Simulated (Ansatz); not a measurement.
# Quasi-harmonic thermodynamics of ZnS (F-43m), part 2 of 2

Wanted: α(T), C_P(T) and B(T) of ZnS in the quasi-harmonic approximation.

What experiment has found for this phase:
- bulk modulus 71.4 GPa near room temperature (given in “High-Throughput Prediction of Finite-Temperature Properties using the Quasi-Harmonic Approximation”, 2016, arXiv:1603.06924)

Ansatz 0.2.0; DFT LDA, scalar-relativistic, plane waves, PAW; PAW set soft_1.

So far. Step 2 (Probe on a coarse mesh): The start is under -4.5 GPa at this level and looks like an insulator or semiconductor on this mesh. Step 4 (Relaxing to small residual forces and stress): The residual pressure is -0.0059 GPa, small enough for phonons. The relaxed cell has a = 5.297 Å (conventional setting).

The database entry behind the starting cell differs from later determinations by our own check (about 0.1 % short), so it need not match the best structure at ambient conditions.

## Step 5: The quasi-harmonic study

Thermal expansion follows from how the free energy of the vibrations (and of the electrons in a metal) changes with strain, so the program makes strained cells, their phonons and a fit in one run.

input.yaml reads:

```yaml
crystal:
  lattice:
    - [0.0, 2.6483576481, 2.6483576481]
    - [2.6483576481, 0.0, 2.6483576481]
    - [2.6483576481, 2.6483576481, 0.0]
  atoms:
    - { symbol: Zn, position: [0.25, 0.25, 0.25] }
    - { symbol: S, position: [0.0, 0.0, 0.0] }
kpoints:
  mp_grid: { grid: [12, 12, 12] }
hamiltonian:
  xc: lda
  pseudopotentials: { kind: paw, azcp: { folder: soft_1 }, xc_functional: pbe }
scf:
  occupations: { method: fixed }
  lower_state_search: "off"
output:
  eigenvalues: true
phonons:
  method: dfpt
  qmesh: [4, 4, 4]
  temperatures: { t_max: 800.0, t_step: 50 }
  thermal_expansion: {}
```

Run with:

```console
> ansatz run input.yaml --threads 8 --pin off --max-ram 16384MiB --backend cpu --events-out ev --progress --plain --runs-dir out
```

Numbers of over 12 decimals in the logs are rounded to 6 here.

What it wrote:

```text
Warning: phonons: the dynamical matrix that this run interpolates holds no multipole term above the dipole-dipole one, and a site of this crystal is no centre of inversion, so its interpolated transverse optical and acoustic branches and sound speeds can stay off near Gamma, and the density of states and the thermodynamics with them. What a run solves at a wave vector of phonons.qpoints, Gamma apart, where the deck admits one, is free of this, and under fd what a larger phonons.supercell samples
[...]
Crystal: 2 atoms, lattice volume = 37.150 Å³
Basis set: ecut = 487.2 eV, 893 PW (Γ), exchange–correlation on 54×54×54 points (8 copies of the dense FFT grid, shifted against one another)
Bands: 13, of which v1, the nominal top of the filled ones, is band 9 counted from 1 (8 counted from 0)
Symmetry: 24 space group operations
[...]
k-points: 72 of 1728 (time reversal used)
[...]
SCF iter   1: F=—  HF=-4117.550021 eV  |F-HF|=—  |Δ(HF+E_count)|=         —  Δρ=3.85e-2  dr2=3.42e-1  ethr=3.10e-3  ⟨swp⟩=5.2  Hψ=5627  notcnv=0  defer=131
[...]
SCF iter  10: F=-4117.445204 eV  HF=-4117.445204 eV  |F-HF|=9.09e-13  |Δ(HF+E_count)|=  1.73e-11  Δρ=2.64e-8  dr2=1.09e-13  ethr=1.00e-12  ⟨swp⟩=6.2  Hψ=4345  notcnv=0
SCF 1 converged in 10 iterations: F = -4117.445204 eV  dr2 = 1.09e-13
[...]
relax step   1: F+E_penalty+E_count = -4117.44520418 eV  Δ(F+E_penalty+E_count) = +0.000e0 eV  max|allowed force component| = 2.128e-16 eV/Å  Δτ_max = 0.0000 Å  (10 SCF iters, accepted)
SCF converged after 10 iterations
Free energy (F): -4117.445204 eV
[...]
Internal energy: -4117.445204 eV  (E = F + TS)
E sigma→0 (E₀):  -4117.445204 eV
Fermi energy:    6.297034 eV
[...]
--- Stress (GPa, compression-positive) ---
       -0.014052      -0.000000      -0.000000
        0.000000      -0.014052       0.000000
       -0.000000       0.000000      -0.014052
  P = ⅓ Tr σ = -0.0141 GPa (-0.141 kbar)
--- Band table (eV; the first three rows and the last of 72) ---
  k-point 0: bands = [... 5 lower, 0.1062, 6.2970, 6.2970, 6.2970, 8.4170, 12.4659, 12.4659, 12.4659]
  k-point 1: bands = [... 5 lower, 0.1050, 5.6600, 6.2187, 6.2187, 8.9050, 12.4023, 12.5982, 12.5982]
  k-point 2: bands = [... 5 lower, 0.1036, 4.4819, 6.0182, 6.0182, 9.5316, 12.5136, 12.8999, 12.8999]
  k-point 71: bands = [... 5 lower, 0.5811, 1.3195, 3.1877, 3.2854, 11.8012, 12.4462, 14.0798, 14.2568]
── thermal expansion: 3 new cells, 3 in all ──
thermal expansion: relaxation of cell 2
thermal expansion: relaxation of cell 3
── thermal expansion: 2 new cells, 5 in all ──
thermal expansion: relaxation of cell 4
thermal expansion: phonons of cell 4
thermal expansion: relaxation of cell 5
thermal expansion: phonons of cell 5
── thermal expansion: 5 new cells, 10 in all ──
thermal expansion: relaxation of cell 6
thermal expansion: relaxation of cell 7
thermal expansion: relaxation of cell 8
thermal expansion: relaxation of cell 9
thermal expansion: relaxation of cell 10
thermal expansion: phonons of cell 6
thermal expansion: phonons of cell 7
--- Relaxed structure (1 steps of the walk, 1 accepted, 0 SCFs on fresh bases) ---
  F+E_penalty+E_count = -4117.44520418 eV   max|allowed force component| = 2.128e-16 eV/Å
  atoms:
    - { symbol: Zn, position: [0.25, 0.25, 0.25] }
    - { symbol: S, position: [0.0, 0.0, 0.0] }
--- Thermal expansion: 10 cells in 3 rounds, 0 GPa ---
  no lower state was looked for at cell 4: scf.lower_state_search: off
  without vibrations: a 3.74514, b 3.74514, c 3.74514 Å, V 37.1440 Å³, B 86.53 GPa
  at 0 K: a 3.75166, b 3.75166, c 3.75166 Å, V 37.3383 Å³, B 85.10 GPa
  zero-point expansion: a +0.174, b +0.174, c +0.174, V +0.523 %
      T/K        a/Å        b/Å        c/Å       V/Å³ | expansion of a, b, c, V (1e-6/K)   | that of V in the mean from 25 °C | C_P, C_V (J/mol K of the cell) | B_T, B_S (GPa)
     0.00    3.75166    3.75166    3.75166    37.3383 |    0.00    0.00    0.00    0.00 |    9.47 |     0.000     0.000 |    85.10    85.10
   100.00    3.75170    3.75170    3.75170    37.3397 |    1.54    1.54    1.54    4.63 |   14.06 |    24.751    24.747 |    84.72    84.74
   200.00    3.75303    3.75303    3.75303    37.3794 |    5.06    5.06    5.06   15.17 |   17.57 |    39.672    39.585 |    83.62    83.80
   298.15    3.75519    3.75519    3.75519    37.4440 |    6.48    6.48    6.48   19.43 |       - |    44.904    44.695 |    82.36    82.74
   350.00    3.75650    3.75650    3.75650    37.4830 |    6.90    6.90    6.90   20.70 |   20.11 |    46.300    46.023 |    81.67    82.17
   450.00    3.75920    3.75920    3.75920    37.5640 |    7.45    7.45    7.45   22.34 |   21.11 |    47.901    47.493 |    80.34    81.03
   550.00    3.76208    3.76208    3.76208    37.6503 |    7.83    7.83    7.83   23.50 |   21.88 |    48.813    48.269 |    79.00    79.89
   650.00    3.76509    3.76509    3.76509    37.7407 |    8.14    8.14    8.14   24.43 |   22.52 |    49.410    48.726 |    77.65    78.74
   750.00    3.76821    3.76821    3.76821    37.8346 |    8.42    8.42    8.42   25.26 |   23.09 |    49.847    49.015 |    76.30    77.60
   800.00    3.76981    3.76981    3.76981    37.8828 |    8.55    8.55    8.55   25.65 |   23.35 |    50.030    49.122 |    75.62    77.02
  the static fit leaves 0.001 meV an atom of the energies and, of the stresses, 0.000 GPa of each cell's largest along a strain (root mean squares over the cells), whose Pulay part it has at -0.033 GPa
  vibrations' free energy: its fit passes through its cells
  the electrons' free energy at temperature is not in it: every band gap is over 0.83 eV
  free energies summed between the sampled wave vectors
  estimated error of the fitted expansion in any direction: up to 0.053e-6/K, at 800 K, with few degrees of freedom (an estimate, not a bound: it was exceeded on models of known expansion)
  by sums over the sampled wave vectors an expansion of the volume parts by up to 0.74e-6/K
  by a static energy of one degree less an expansion of the volume parts by up to 0.01e-6/K
  the FFT grids of the static calculations differ: 27 × 27 × 27, 30 × 30 × 30
  band gaps on the cells' k-points are 1.945 to 2.255 eV
```

Elapsed: 11 min, on 8 threads of Arm Neoverse V1, shared host; peak memory 2.6 GiB; 87 min of CPU time.

Numbers from this step:

| Item | Value |
| --- | --- |
| pressure | -0.01405 GPa |
| gap on the k-mesh | 2.120 eV |
| volume expansion coefficient at 298 K | 19.43 1e-6/K |
| C_P at 298 K | 22.45 J/mol-atom/K |
| entropy at 298 K | 28.73 J/mol-atom/K |
| isothermal bulk modulus at 298 K | 82.36 GPa |
| Grüneisen parameter at 298 K | 0.8073 |
| volume at 298 K | 18.72 Å³/atom |
| principal linear expansion coefficients at 298 K | 6.476, 6.476, 6.476 1e-6/K |

Strained cells of the study; zero-point energy where phonons were solved; the pressures are stresses at a fixed cutoff and can carry an offset from the finite basis. Expansion cells, by row:

```
cell  |a| (Å)  |b| (Å)  |c| (Å)  V (Å³/atom)  E - E_lowest (meV/atom)  pressure, compression positive (GPa)  gap (eV)  zero-point energy (meV/atom)
   1    3.745    3.745    3.745        18.57                        0                                -0.047      2.12                             -
   2    3.775    3.775    3.775        19.02                    2.849                                -2.006     2.013                             -
   3    3.716    3.716    3.716        18.14                    2.883                                 2.132     2.228                             -
   4    3.745    3.745    3.745        18.58                        0                                -0.053      2.12                         41.25
   5    3.764    3.764    3.764        18.86                    1.145                                -1.303     2.053                         40.47
   6    3.756    3.756    3.756        18.74                    0.398                                -0.792     2.081                         40.79
   7    3.778    3.778    3.778        19.07                    3.417                                -2.185     2.003                         39.89
   8    3.708    3.708    3.708        18.03                    4.532                                 2.711     2.255                             -
   9    3.727    3.727    3.727         18.3                    1.102                                 1.283     2.187                             -
  10    3.795    3.795    3.795        19.32                    7.566                                -3.158     1.945                             -
```

Quasi-harmonic; a, b, c are the run's own cell vectors. Expansion, by row:

```
T (K)  a (Å)  b (Å)  c (Å)  alpha (deg)  beta (deg)  gamma (deg)  cell volume (Å³/cell)  alpha_a (1e-6/K)  alpha_b (1e-6/K)  alpha_c (1e-6/K)  alpha_V (1e-6/K)  C_P (J/mol-atom/K)  C_V (J/mol-atom/K)  S (J/mol-atom/K)  B_T (GPa)  B_S (GPa)  Grueneisen  extrapolation  fit error (1e-6/K)
    0  3.752  3.752  3.752           60          60           60                  37.34                 0                 0                 0                 0                   0                   0                 0       85.1       85.1           -              0                   0
   50  3.752  3.752  3.752           60          60           60                  37.34             -0.34             -0.34             -0.34             -1.02               5.708               5.708             2.841      85.04      85.04      -0.171              0                   0
  100  3.752  3.752  3.752           60          60           60                  37.34              1.54              1.54              1.54              4.63               12.38               12.37             8.931      84.72      84.74       0.357              0                   0
  150  3.752  3.752  3.752           60          60           60                  37.35              3.67              3.67              3.67             11.01               17.07               17.05             14.91      84.21       84.3       0.612              0                0.01
  200  3.753  3.753  3.753           60          60           60                  37.38              5.06              5.06              5.06             15.17               19.84               19.79             20.24      83.62       83.8       0.721              0                0.01
  250  3.754  3.754  3.754           60          60           60                  37.41              5.92              5.92              5.92             17.77               21.47               21.39             24.85      82.98      83.27       0.776              0                0.01
298.1  3.755  3.755  3.755           60          60           60                  37.44              6.48              6.48              6.48             19.43               22.45               22.35             28.73      82.36      82.74       0.807              0                0.02
  300  3.755  3.755  3.755           60          60           60                  37.45              6.49              6.49              6.49             19.48               22.48               22.38             28.86      82.33      82.72       0.808              0                0.02
  350  3.756  3.756  3.756           60          60           60                  37.48               6.9               6.9               6.9              20.7               23.15               23.01             32.38      81.67      82.17       0.829              0                0.02
  400  3.758  3.758  3.758           60          60           60                  37.52               7.2               7.2               7.2             21.61               23.61               23.44             35.51      81.01       81.6       0.844              0                0.02
  450  3.759  3.759  3.759           60          60           60                  37.56              7.45              7.45              7.45             22.34               23.95               23.75             38.31      80.34      81.03       0.855              0                0.02
  500  3.761  3.761  3.761           60          60           60                  37.61              7.65              7.65              7.65             22.96               24.21               23.97             40.85      79.67      80.46       0.864              0                0.01
  550  3.762  3.762  3.762           60          60           60                  37.65              7.83              7.83              7.83              23.5               24.41               24.14             43.16         79      79.89       0.872              0                0.01
  600  3.764  3.764  3.764           60          60           60                   37.7              7.99              7.99              7.99             23.98               24.57               24.26             45.29      78.33      79.32       0.879              0                0.01
  650  3.765  3.765  3.765           60          60           60                  37.74              8.14              8.14              8.14             24.43                24.7               24.36             47.27      77.65      78.74       0.885              0                0.01
  700  3.767  3.767  3.767           60          60           60                  37.79              8.28              8.28              8.28             24.85               24.82               24.44              49.1      76.98      78.17       0.891              0                0.02
  750  3.768  3.768  3.768           60          60           60                  37.83              8.42              8.42              8.42             25.26               24.92               24.51             50.82       76.3       77.6       0.896              0                0.04
  800   3.77   3.77   3.77           60          60           60                  37.88              8.55              8.55              8.55             25.65               25.02               24.56             52.43      75.62      77.02       0.901              0                0.05
```

Table of expansion coefficient by temperature; values in 1e-6/K:

```
temperature (K)  volume  principal 1
              0       0            0
             50   -1.02        -0.34
            100    4.63         1.54
            150    11.0         3.67
            200    15.2         5.06
            250    17.8         5.92
            298    19.4         6.48
            300    19.5         6.49
            350    20.7          6.9
            400    21.6          7.2
            450    22.3         7.45
            500    23.0         7.65
            550    23.5         7.83
            600    24.0         7.99
            650    24.4         8.14
            700    24.9         8.28
            750    25.3         8.42
            800    25.6         8.55
```

At 298 K the volume expansion is 19.4 × 10⁻⁶/K and B_T is 82.4 GPa. The program raised the cutoff to 487.2 eV by itself: with no cutoff typed, the study takes about 1.16 times the default for its relaxations and scales it with the volume for the phonons.

## Step 6: Results

```
settings of these figures                        : LDA, 487.2 eV, k 12×12×12, q 4×4×4
volume expansion coefficient at 298 K            : 19.43 1e-6/K
C_P at 298 K                                     : 22.45 J/mol-atom/K
entropy at 298 K                                 : 28.73 J/mol-atom/K
isothermal bulk modulus at 298 K                 : 82.36 GPa
Grüneisen parameter at 298 K                     : 0.8073
volume at 298 K                                  : 18.72 Å³/atom
principal linear expansion coefficients at 298 K : 6.476, 6.476, 6.476 1e-6/K
```

What this shows: Near room temperature ZnS expands by 19.4 × 10⁻⁶/K in volume by LDA, with C_P = 22.5 J/(mol K) per mole of atoms and B_T = 82.4 GPa. At low temperature the volume shrinks on warming, because modes with negative Grüneisen parameters outweigh the rest; the coefficient turns positive near 60 K. C_P at room temperature is 90 % of the classical 3R an atom, so the stiffest modes are still partly frozen out. A measured bulk modulus near room temperature is 71.4 GPa (arXiv:1603.06924); the calculated 82.4 GPa differs by +15 %. The table does not say whether its value is isothermal or adiabatic. The interpolation has no quadrupole term, so branches near the zone centre are less sure, since this crystal has sites that are not centres of inversion. The PAW files were made for PBE and are used here under another functional, for which the program regenerates the frozen cores.

[Logs are printed without paths, hosts, clocks, repeated set-up lines and the standing remarks that a program may print on its own settings, such as how far it seeks lower states.]

[Hosts, paths, dates, database ids (printed as entryN), source tags and the programs' standing remarks are cut or masked in the printed files.]

[A step with changed settings may run another functional than the one named; its input shows which.]
